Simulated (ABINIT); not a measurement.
# Quasiparticle gap of InP (F-43m) in ABINIT

How does a plane-wave GW calculation on InP (F-43m) run from the first input to the gap?

Program: ABINIT 10.8.3. Level of theory: PBE and many-body steps on it, plane waves. Results are calculated unless marked as measured.

Most raw output is cut from this account.

**1. The starting structure**

Symmetry: F-43m, No. 216, cubic system. Conventional cell: a = 5.869 Å, b = 5.869 Å, c = 5.869 Å, α = 90.00°, β = 90.00°, γ = 90.00°. Nearest to In lie 4 P at 2.54 Å. Nearest to P lie 4 In at 2.54 Å. Farther neighbours are not listed.

Structure file:

```cif
data_structure
_symmetry_space_group_name_H-M 'F-43m'
_symmetry_Int_Tables_number 216
_cell_length_a 5.8687
_cell_length_b 5.8687
_cell_length_c 5.8687
_cell_angle_alpha 90.000
_cell_angle_beta 90.000
_cell_angle_gamma 90.000
_cell_volume 202.13
loop_
_atom_site_label
_atom_site_type_symbol
_atom_site_symmetry_multiplicity
_atom_site_Wyckoff_symbol
_atom_site_fract_x
_atom_site_fract_y
_atom_site_fract_z
_atom_site_occupancy
In1 In 4 a 0.00000 0.00000 0.00000 1
P1 P 4 d 0.25000 0.25000 0.75000 1
```

The cell and positions come from the Crystallography Open Database and are kept as given unless a step says otherwise.

**2. Ground state**

This step: ABINIT 10.8.3; DFT, PBE, plane waves, norm-conserving pseudopotentials.

The ground-state density comes first.

Input file run.abi:

```
acell 3*1.0 Angstrom
rprim 
  -0.000000000000 2.934350000000 2.934350000000
  2.934350000000 -0.000000000000 2.934350000000
  2.934350000000 2.934350000000 -0.000000000000
ntypat 2
znucl 49 15
natom 2
typat 1 2
xred 
  0.000000000000 0.000000000000 0.000000000000
  0.250000000000 0.250000000000 0.250000000000
pp_dirpath "pseudos"
pseudos "In.upf, P.upf"
ecut 33
ngkpt 6 6 6
nshiftk 1
shiftk 0 0 0
kptopt 1
chksymbreak 0
nband 18
occopt 1
tolvrs 1e-10
nstep 60
prtwf 0
optforces 0
optstress 0
indata_prefix "in"
outdata_prefix "out"
tmpdata_prefix "tmp"
```

The run is started by

```bash
> OMP_NUM_THREADS=1 mpirun -n 8 abinit run.abi > log
```

Wall time 8.6 s (8 MPI ranks of Arm Neoverse V1, shared host); peak memory 0.6 GiB; 68 s of CPU time.

This step gave:

```yaml
total_energy: -5615.9374 eV
gap: 0.6874 eV
k_of_the_valence_top: 0, 0, 0
k_of_the_conduction_bottom: 0, 0, 0
least_direct_gap: 0.6874 eV
```

The gap is direct, at Γ.

**3. Bands along the symmetry lines**

Levels along a band path, at the cheap level, show where the edges lie and whether the meshes to come will hold them.

Input file run.abi:

```
acell 3*1.0 Angstrom
rprim 
  -0.000000000000 2.934350000000 2.934350000000
  2.934350000000 -0.000000000000 2.934350000000
  2.934350000000 2.934350000000 -0.000000000000
ntypat 2
znucl 49 15
natom 2
typat 1 2
xred 
  0.000000000000 0.000000000000 0.000000000000
  0.250000000000 0.250000000000 0.250000000000
pp_dirpath "pseudos"
pseudos "In.upf, P.upf"
ecut 33
iscf -2
irdden 1
kptopt 0
nkpt 50
kpt 
  0.00000000 0.00000000 0.00000000
  -0.06250000 -0.06250000 0.00000000
  -0.12500000 -0.12500000 0.00000000
  -0.18750000 -0.18750000 0.00000000
  -0.25000000 -0.25000000 0.00000000
  -0.31250000 -0.31250000 0.00000000
  -0.37500000 -0.37500000 0.00000000
  -0.43750000 -0.43750000 0.00000000
  -0.50000000 -0.50000000 0.00000000
  -0.48437500 -0.48437500 0.03125000
  -0.46875000 -0.46875000 0.06250000
  -0.45312500 -0.45312500 0.09375000
  -0.43750000 -0.43750000 0.12500000
  -0.42187500 -0.42187500 0.15625000
  -0.40625000 -0.40625000 0.18750000
  -0.39062500 -0.39062500 0.21875000
  -0.37500000 -0.37500000 0.25000000
  -0.37500000 0.00000000 0.37500000
  -0.32812500 0.00000000 0.32812500
  -0.28125000 0.00000000 0.28125000
  -0.23437500 0.00000000 0.23437500
  -0.18750000 0.00000000 0.18750000
  -0.14062500 0.00000000 0.14062500
  -0.09375000 0.00000000 0.09375000
  -0.04687500 0.00000000 0.04687500
  0.00000000 0.00000000 0.00000000
  0.00000000 0.00000000 0.06250000
  0.00000000 0.00000000 0.12500000
  0.00000000 0.00000000 0.18750000
  0.00000000 0.00000000 0.25000000
  0.00000000 0.00000000 0.31250000
  0.00000000 0.00000000 0.37500000
  0.00000000 0.00000000 0.43750000
  -0.00000000 -0.00000000 0.50000000
  -0.06250000 -0.03125000 0.46875000
  -0.12500000 -0.06250000 0.43750000
  -0.18750000 -0.09375000 0.40625000
  -0.25000000 -0.12500000 0.37500000
  -0.31250000 -0.15625000 0.34375000
  -0.37500000 -0.18750000 0.31250000
  -0.43750000 -0.21875000 0.28125000
  -0.50000000 -0.25000000 0.25000000
  -0.50000000 -0.28125000 0.21875000
  -0.50000000 -0.31250000 0.18750000
  -0.50000000 -0.34375000 0.15625000
  -0.50000000 -0.37500000 0.12500000
  -0.50000000 -0.40625000 0.09375000
  -0.50000000 -0.43750000 0.06250000
  -0.50000000 -0.46875000 0.03125000
  -0.50000000 -0.50000000 0.00000000
istwfk *1
nband 20
nbdbuf 2
tolwfr 1e-08
nstep 40
prtwf 0
prtvol 0
indata_prefix "in"
outdata_prefix "out"
tmpdata_prefix "tmp"
```

The job ended after 11 s (8 MPI ranks; peak memory 0.53 GiB).

Numbers from this step:

```yaml
gap: 0.6874 eV
k_of_the_valence_top: 0, 0, 0
k_of_the_conduction_bottom: 0, 0, 0
least_direct_gap: 0.6874 eV
```

The gap is 0.687 eV, as in the run before at this level.

Electronic bands along the path, in eV, zero at the top of the highest filled band:

```csv
point,band 10,band 11,band 12,band 13,band 14,band 15,band 16,band 17
Γ,-11.49,0.00,0.00,0.00,0.69,4.09,4.09,4.09
halfway,-10.60,-3.33,-1.40,-1.40,2.49,3.12,6.37,6.37
X,-9.13,-5.73,-2.31,-2.31,1.77,2.27,9.20,9.56
halfway,-9.12,-5.69,-2.73,-2.21,2.04,2.87,8.38,8.69
U,-9.15,-5.59,-3.29,-1.93,2.36,4.39,7.50,7.53
jump to K,-9.15,-5.59,-3.29,-1.93,2.36,4.39,7.50,7.53
halfway,-10.51,-3.79,-2.00,-0.57,2.82,4.69,4.99,5.21
Γ,-11.49,0.00,0.00,0.00,0.69,4.09,4.09,4.09
halfway,-10.82,-3.43,-0.55,-0.55,1.78,4.79,4.79,5.32
L,-9.78,-5.71,-0.97,-0.97,1.49,4.80,4.80,7.11
halfway,-9.47,-5.53,-2.68,-1.62,3.16,4.19,5.87,7.21
W,-9.06,-5.58,-2.94,-2.89,4.29,4.37,5.56,6.21
halfway,-9.10,-5.66,-2.64,-2.63,2.69,3.10,7.65,7.73
X,-9.13,-5.73,-2.31,-2.31,1.77,2.27,9.20,9.56
```

**4. Empty states on the mesh, 4×4×4 mesh, 153 bands**

The sums over transitions need many empty states on a uniform mesh; this step solves for them.

Input file run.abi:

```
acell 3*1.0 Angstrom
rprim 
  -0.000000000000 2.934350000000 2.934350000000
  2.934350000000 -0.000000000000 2.934350000000
  2.934350000000 2.934350000000 -0.000000000000
ntypat 2
znucl 49 15
natom 2
typat 1 2
xred 
  0.000000000000 0.000000000000 0.000000000000
  0.250000000000 0.250000000000 0.250000000000
pp_dirpath "pseudos"
pseudos "In.upf, P.upf"
ecut 33
ngkpt 4 4 4
nshiftk 1
shiftk 0 0 0
kptopt 1
chksymbreak 0
irdden 1
istwfk *1
nband 153
prtvol 0
optdriver 6
gwr_task "HDIAGO"
paral_kgb 0
occopt 1
indata_prefix "in"
outdata_prefix "out"
tmpdata_prefix "tmp"
```

Wall time 31 s (8 MPI ranks); peak memory 4.6 GiB.

This step gave:

```yaml
gap: 0.6876 eV
k_of_the_valence_top: 0, 0, 0
k_of_the_conduction_bottom: 0, 0, 0
least_direct_gap: 0.6876 eV
k_points_computed: 8
lowest_point_of_the_top_converged_band_above_the_valence_top: 98.9468 eV
```

On this mesh the gap is 0.688 eV.

**5. Screening, 4×4×4 mesh, 145 bands, screening to 163.3 eV**

The RPA dielectric matrix is built and inverted for each q.

This step: RPA screening on PBE, plane waves, norm-conserving pseudopotentials.

run.abi: that of step 4 with these lines changed.

```diff
@@ -20,10 +20,11 @@
 chksymbreak 0
-irdden 1
 istwfk *1
-nband 153
-prtvol 0
-optdriver 6
-gwr_task "HDIAGO"
-paral_kgb 0
 occopt 1
+irdwfk 1
+optdriver 3
+nband 145
+ecuteps 6
+inclvkb 2
+awtr 1
+symchi 1
 indata_prefix "in"
```

Elapsed: 29 s, on 8 MPI ranks; peak memory 1.5 GiB.

Numbers from this step:

| Property | Result |
| --- | --- |
| ε∞ with local fields, on this mesh, along the program's q direction | 47.20 |
| the same without local fields | 49.81 |
| plasma frequency | 26.64 eV |
| plane waves in the screening matrix | 259 |

Local fields lower ε∞ by 5 %. On a Γ-centred mesh this coarse the value itself is usually too large, while a short band sum pulls it down.

**6. Self-energy, 4×4×4 mesh, 145 bands, screening to 163.3 eV**

The self-energy is evaluated for the states that the input lists, and the levels follow from it, in one-shot runs by the linearised quasiparticle equation.

This step: G0W0 on PBE, plane waves, norm-conserving pseudopotentials.

run.abi: that of step 5 with these lines changed.

```diff
@@ -23,8 +23,15 @@
 irdwfk 1
-optdriver 3
+optdriver 4
 nband 145
+gwcalctyp 0
+ecutsigx 33
+symsigma 1
+nkptgw 1
+kptgw 
+  0.0000000000 0.0000000000 0.0000000000
+bdgw 
+  11 17
 ecuteps 6
-inclvkb 2
-awtr 1
-symchi 1
+irdscr 1
+ppmodel 1
 indata_prefix "in"
```

It took 6.6 s on 8 MPI ranks; peak memory 1.4 GiB.

Numbers from this step:

* G0W0 gap on the points computed: 1.349 eV
* starting gap on the mesh: 0.6876 eV
* k of the valence top: 0, 0, 0
* k of the conduction bottom: 0, 0, 0
* Z at the valence top: 0.775
* Z at the conduction bottom: 0.79
* least direct G0W0 gap on the computed points: 1.349 eV

The gap on the mesh goes from 0.69 eV to 1.35 eV, a correction of +0.66 eV.

Limits: finite bands, cutoff and mesh; no spin-orbit coupling; coarse k mesh. v1 is the top filled band, c1 the lowest empty one. The levels before and after the correction (eV, zero at the valence-band top of each column):

```csv
,conduction bottom,valence top
Kohn-Sham,0.69,0.00
G0W0,1.35,0.00
```

```csv
,level,energy (eV)
Kohn-Sham,Γ v3-v1,0.000
Kohn-Sham,Γ c1,0.688
Kohn-Sham,Γ c2-c4,4.087
G0W0,Γ v3-v1,0.000
G0W0,Γ c1,1.349
G0W0,Γ c2-c4,4.826
```

**7. Where the time went**

Times are wall times on 8 MPI ranks of Arm Neoverse V1, shared host, good to a factor of about two.

```csv
step,time,share,memory (GiB)
ground state,8.6 s,10 %,0.6
bands along the symmetry lines,11 s,13 %,0.53
empty states on the mesh,31 s,36 %,4.6
screening,29 s,34 %,1.5
self-energy,6.6 s,8 %,1.4
```

**8. Summary of results**

- PBE gap: 0.69 eV, direct
- G0W0 gap on the mesh: 1.35 eV
- GW settings: 4×4×4 mesh, 145 bands, screening to 163.3 eV, Godby-Needs plasmon pole
- known limits: not at the basis limit; mesh may overstate the screening; no spin-orbit coupling; coarse k mesh

What this shows: G0W0 moves the gap on the mesh from 0.69 eV to 1.35 eV (+0.66 eV), with Z of 0.78 and 0.79 at the edges. Local fields lower the RPA ε∞ on this mesh from 49.81 to 47.20; a Γ-centred mesh this coarse tends to raise both, most where the direct gap is narrow, while a short band sum lowers them. Only 1 of the mesh's irreducible points was corrected, so a valley elsewhere could overtake. Bands and cutoff are finite, so the gap is not at the basis limit. The miss can reach some tenths of an eV and take either sign; the mesh is an error of its own. In the G0W0 run levels were corrected at 1 k point alone, so a gap called «on the mesh» is the least over those, and an edge elsewhere would be missed. The 4×4×4 mesh is coarse for this cell, which bears on the long-range parts of exchange and screening. The RPA ε∞ on this mesh reaches over 25; with a narrow direct gap a coarse mesh can overstate it, and the correction is then too small. The many-body steps are scalar-relativistic: spin-orbit coupling is not in them.

[Paths, hosts, dates, memory and timing lines, banners, echoed tables and standing remarks are left out of the program output.]

[Logs are printed without paths, hosts, clocks, repeated set-up lines and the standing remarks that a program may print on its own settings, such as how far it seeks lower states.]

[Runs of the session that timed out or met a known fault of the program may be left out.]

[Hosts, paths, dates, database ids (printed as entryN), source tags and the programs' standing remarks are cut or masked in the printed files.]

[G0W0 gaps are taken among the corrected bands and points alone; a level outside them can change the order at an edge.]

[Where Ansatz stands beside ABINIT at settings called matched, ABINIT's density can come from a denser mesh and the files from another edition; pairs whose starting gaps differed by over 0.03 eV were left out, so agreement reads better than it is.]
